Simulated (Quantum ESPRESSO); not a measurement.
## Collinear magnetic orders of GeRh with Quantum ESPRESSO

Wanted: the moments of GeRh and the energy of each order that was tried.

Method: PBEsol; plane waves with GBRV 1.5 PBEsol potentials, no spin-orbit coupling, in Quantum ESPRESSO 7.5.

### Step 1. The structure

Symmetry: P2_13, No. 198, cubic system. Conventional cell: a = 4.908 Å, b = 4.908 Å, c = 4.908 Å, α = 90.00°, β = 90.00°, γ = 90.00°. Nearest to Ge lie 4 Rh at 2.42 to 2.47 Å. Nearest to Rh lie 4 Ge at 2.42 to 2.47 Å. Farther neighbours are not listed.

The cell comes from Materials Project 2023-11-01, a database of computed structures, and need not be the stable phase.

### Step 2. Run 1, typed as ferro ++++

The signs are those of the starting moments on the seeded atoms, the atoms that are given a moment.

Contents of pw.in:

```
&CONTROL
  calculation = 'scf'
  prefix = 'pwscf'
  outdir = './tmp'
  pseudo_dir = './pseudo'
  disk_io = 'nowf'
/
&SYSTEM
  ibrav = 0
  nat = 8
  ntyp = 2
  ecutwfc = 40
  ecutrho = 280
  nbnd = 74
  occupations = 'smearing'
  smearing = 'fd'
  degauss = 0.00734986
  nspin = 2
  starting_magnetization(1) = 0
  starting_magnetization(2) = 0.0667
/
&ELECTRONS
  conv_thr = 1.6d-08
  electron_maxstep = 150
  mixing_beta = 0.3
/
ATOMIC_SPECIES
Ge     72.6300 ge_pbesol_v1.4.uspp.F.UPF
Rh    102.9055 rh_pbesol_v1.4.uspp.F.UPF
CELL_PARAMETERS angstrom
   4.9083890300    0.0000000000    0.0000000000
   0.0000000000    4.9083890300    0.0000000000
   0.0000000000    0.0000000000    4.9083890300
ATOMIC_POSITIONS crystal
Ge      0.1662818700    0.3337181300    0.6662818700
Ge      0.3337181300    0.6662818700    0.1662818700
Ge      0.6662818700    0.1662818700    0.3337181300
Ge      0.8337181300    0.8337181300    0.8337181300
Rh      0.8822094400    0.6177905600    0.3822094400
Rh      0.6177905600    0.3822094400    0.8822094400
Rh      0.3822094400    0.8822094400    0.6177905600
Rh      0.1177905600    0.1177905600    0.1177905600
K_POINTS automatic
6 6 6 0 0 0
```

Started as:

```console
$ OMP_NUM_THREADS=1 mpirun -n 4 pw.x -nk 4 -in pw.in > pw.out
```

Output:

```text
Program PWSCF v.7.5 starts

     Message from routine setup:
     using ibrav=0 with symmetry is DISCOURAGED, use correct ibrav instead

     K-points division:     npool     =       4
     Subspace diagonalization in iterative solution of the eigenvalue problem:

     G-vector sticks info
     --------------------
     sticks:   dense  smooth     PW     G-vecs:    dense   smooth      PW
     Sum        1917    1093    333                63077    27201    4457

     Using Slab Decomposition

     bravais-lattice index     =            0
     lattice parameter (alat)  =       9.2755  a.u.
     unit-cell volume          =     798.0196 (a.u.)^3
     number of atoms/cell      =            8
     number of atomic types    =            2
     number of electrons       =       116.00
     number of Kohn-Sham states=           74
     kinetic-energy cutoff     =      40.0000  Ry
     charge density cutoff     =     280.0000  Ry
     scf convergence threshold =      1.6E-08
     mixing beta               =       0.3000
     number of iterations used =            8  plain     mixing
     Exchange-correlation= SLA  PW   PSX  PSC
                           (   1   4  10   8   0   0   0)

     celldm(1)=   9.275511  celldm(2)=   0.000000  celldm(3)=   0.000000
     celldm(4)=   0.000000  celldm(5)=   0.000000  celldm(6)=   0.000000

     crystal axes: (cart. coord. in units of alat)
               a(1) = (   1.000000   0.000000   0.000000 )
               a(2) = (   0.000000   1.000000   0.000000 )
               a(3) = (   0.000000   0.000000   1.000000 )

     reciprocal axes: (cart. coord. in units 2 pi/alat)
               b(1) = (  1.000000  0.000000  0.000000 )
               b(2) = (  0.000000  1.000000  0.000000 )
               b(3) = (  0.000000  0.000000  1.000000 )

     PseudoPot. # 1 for Ge read from file:
     ge_pbesol_v1.4.uspp.F.UPF
     Pseudo is Ultrasoft + core correction, Zval = 14.0
     Generated by new atomic code, or converted to UPF format
     Using radial grid of  873 points,  6 beta functions with:
                l(1) =   0
                l(2) =   0
                l(3) =   1
                l(4) =   1
                l(5) =   2
                l(6) =   2
     Q(r) pseudized with  8 coefficients,  rinner =    1.400   1.400   1.400
                                                       1.400   1.400

     PseudoPot. # 2 for Rh read from file:
     rh_pbesol_v1.4.uspp.F.UPF
     Pseudo is Ultrasoft + core correction, Zval = 15.0
     Generated by new atomic code, or converted to UPF format
     Using radial grid of  969 points,  7 beta functions with:
                l(1) =   0
                l(2) =   0
                l(3) =   1
                l(4) =   1
                l(5) =   2
                l(6) =   2
                l(7) =   2
     Q(r) pseudized with  8 coefficients,  rinner =    1.200   1.200   1.200
                                                       1.200   1.200

     atomic species   valence    mass     pseudopotential
     Ge               14.00    72.63000     Ge( 1.00)
     Rh               15.00   102.90550     Rh( 1.00)

     Starting magnetic structure
     atomic species   magnetization
     Ge              0.000
     Rh              0.067

     12 Sym. Ops. (no inversion) found ( 9 have fractional translation)

   Cartesian axes

     site n.     atom                  positions (alat units)
         1        Ge     tau(   1) = (   0.1662819   0.3337181   0.6662819  )
         2        Ge     tau(   2) = (   0.3337181   0.6662819   0.1662819  )
         3        Ge     tau(   3) = (   0.6662819   0.1662819   0.3337181  )
         4        Ge     tau(   4) = (   0.8337181   0.8337181   0.8337181  )
         5        Rh     tau(   5) = (   0.8822094   0.6177906   0.3822094  )
         6        Rh     tau(   6) = (   0.6177906   0.3822094   0.8822094  )
         7        Rh     tau(   7) = (   0.3822094   0.8822094   0.6177906  )
         8        Rh     tau(   8) = (   0.1177906   0.1177906   0.1177906  )

     number of k points=    24  Fermi-Dirac smearing, width (Ry)=  0.0073
                       cart. coord. in units 2pi/alat
        k(    1) = (   0.0000000   0.0000000   0.0000000), wk =   0.0046296
        k(    2) = (   0.0000000   0.0000000   0.1666667), wk =   0.0277778
        k(    3) = (   0.0000000   0.0000000   0.3333333), wk =   0.0277778
        k(    4) = (   0.0000000   0.0000000  -0.5000000), wk =   0.0138889
        k(    5) = (   0.0000000   0.1666667   0.1666667), wk =   0.0555556
        [... 19 further k-points ...]

     Dense  grid:    63077 G-vectors     FFT dimensions: (  50,  50,  50)

     Smooth grid:    27201 G-vectors     FFT dimensions: (  40,  40,  40)

     Generating pointlists ...
     new r_m :   0.2030 (alat units)  1.8826 (a.u.) for type    1
     new r_m :   0.2030 (alat units)  1.8826 (a.u.) for type    2

     Initial potential from superposition of free atoms

     starting charge     113.9964, renormalised to     116.0000

     negative rho (up, down):  1.200E-01 1.049E-01
     Starting wfcs are   84 randomized atomic wfcs

     Self-consistent Calculation

     iteration #  1     ecut=    40.00 Ry     beta= 0.30
     Davidson diagonalization with overlap
     ethr =  1.00E-02,  avg # of iterations =  3.4

     negative rho (up, down):  1.186E-01 1.089E-01

     total energy              =   -1537.68707856 Ry
     estimated scf accuracy    <       1.16094990 Ry

     total magnetization       =     0.51 Bohr mag/cell
     absolute magnetization    =     1.01 Bohr mag/cell

     iteration #  2     ecut=    40.00 Ry     beta= 0.30
     Davidson diagonalization with overlap
     ethr =  1.00E-03,  avg # of iterations =  1.2

     negative rho (up, down):  1.169E-01 1.119E-01

     total energy              =   -1537.69942952 Ry
     estimated scf accuracy    <       0.23020557 Ry

     total magnetization       =     0.34 Bohr mag/cell
     absolute magnetization    =     0.77 Bohr mag/cell

     iteration #  3     ecut=    40.00 Ry     beta= 0.30
     Davidson diagonalization with overlap
     ethr =  1.98E-04,  avg # of iterations =  2.6

     negative rho (up, down):  1.160E-01 1.140E-01

     total energy              =   -1537.72069937 Ry
     estimated scf accuracy    <       0.03642132 Ry

     total magnetization       =     0.25 Bohr mag/cell
     absolute magnetization    =     0.58 Bohr mag/cell

     [... further iterations left out ...]

     iteration #  8     ecut=    40.00 Ry     beta= 0.30
     Davidson diagonalization with overlap
     ethr =  1.44E-08,  avg # of iterations =  2.0

     negative rho (up, down):  1.155E-01 1.156E-01

     total energy              =   -1537.72936582 Ry
     estimated scf accuracy    <       0.00000351 Ry

     total magnetization       =     0.00 Bohr mag/cell
     absolute magnetization    =     0.01 Bohr mag/cell

     iteration #  9     ecut=    40.00 Ry     beta= 0.30
     Davidson diagonalization with overlap
     ethr =  3.02E-09,  avg # of iterations =  2.0

     negative rho (up, down):  1.156E-01 1.156E-01

     total energy              =   -1537.72936648 Ry
     estimated scf accuracy    <       0.00000026 Ry

     total magnetization       =     0.00 Bohr mag/cell
     absolute magnetization    =     0.00 Bohr mag/cell

     iteration # 10     ecut=    40.00 Ry     beta= 0.30
     Davidson diagonalization with overlap
     ethr =  2.22E-10,  avg # of iterations =  2.2

     negative rho (up, down):  1.156E-01 1.156E-01

     total energy              =   -1537.72936662 Ry
     estimated scf accuracy    <       0.00000002 Ry

     total magnetization       =    -0.00 Bohr mag/cell
     absolute magnetization    =     0.00 Bohr mag/cell

     iteration # 11     ecut=    40.00 Ry     beta= 0.30
     Davidson diagonalization with overlap
     ethr =  1.44E-11,  avg # of iterations =  2.5

     negative rho (up, down):  1.156E-01 1.156E-01

     Magnetic moment per site  (integrated on atomic sphere of radius R)
     atom   1 (R=0.203)  charge= 11.7291  magn= -0.0000
     atom   2 (R=0.203)  charge= 11.7291  magn= -0.0000
     atom   3 (R=0.203)  charge= 11.7291  magn= -0.0000
     atom   4 (R=0.203)  charge= 11.7291  magn= -0.0000
     atom   5 (R=0.203)  charge= 12.4413  magn=  0.0001
     atom   6 (R=0.203)  charge= 12.4413  magn=  0.0001
     atom   7 (R=0.203)  charge= 12.4413  magn=  0.0001
     atom   8 (R=0.203)  charge= 12.4413  magn=  0.0001

     End of self-consistent calculation

     [... lines left out ...]
     the Fermi energy is    17.1422 ev

!    total energy              =   -1537.72936664 Ry
     estimated scf accuracy    <       0.00000001 Ry
     smearing contrib. (-TS)   =      -0.00498434 Ry
     internal energy E=F+TS    =   -1537.72438230 Ry

     The total energy is F=E-TS. E is the sum of the following terms:
     one-electron contribution =    -531.50618423 Ry
     hartree contribution      =     380.28349677 Ry
     xc contribution           =    -350.45361400 Ry
     ewald contribution        =   -1036.04808084 Ry

     total magnetization       =     0.00 Bohr mag/cell
     absolute magnetization    =     0.00 Bohr mag/cell

     convergence has been achieved in  11 iterations

=------------------------------------------------------------------------------=
   JOB DONE.
=------------------------------------------------------------------------------=
```

Run time: 65 s. Hardware: 4 MPI ranks of Arm Neoverse V2, shared host; peak memory 0.85 GiB.

Spin moment in the atom's sphere by atom:

```tsv
atom	spin moment in the atom's sphere (μB)
Ge1	0.0000
Ge2	0.0000
Ge3	0.0000
Ge4	0.0000
Rh5	0.0001
Rh6	0.0001
Rh7	0.0001
Rh8	0.0001
```

Read from the output:

```
smearing term TS       : 0.06782 eV
magnetization          : 0 μB
absolute magnetization : 0 μB
final state            : non-magnetic
```

(Continued in part 2 of 2.)

[Logs and program files are shortened in this print: banners, set-up blocks, solver, clock and traceback lines can be left out without a mark of their own.]

[Logs are printed without paths, hosts, clocks, repeated set-up lines and the standing remarks that a program may print on its own settings, such as how far it seeks lower states.]

[Hosts, paths, dates, database ids (printed as entryN), source tags and the programs' standing remarks are cut or masked in the printed files.]

[Where a cell is said to come from a database of computed structures, the database is the Materials Project.]
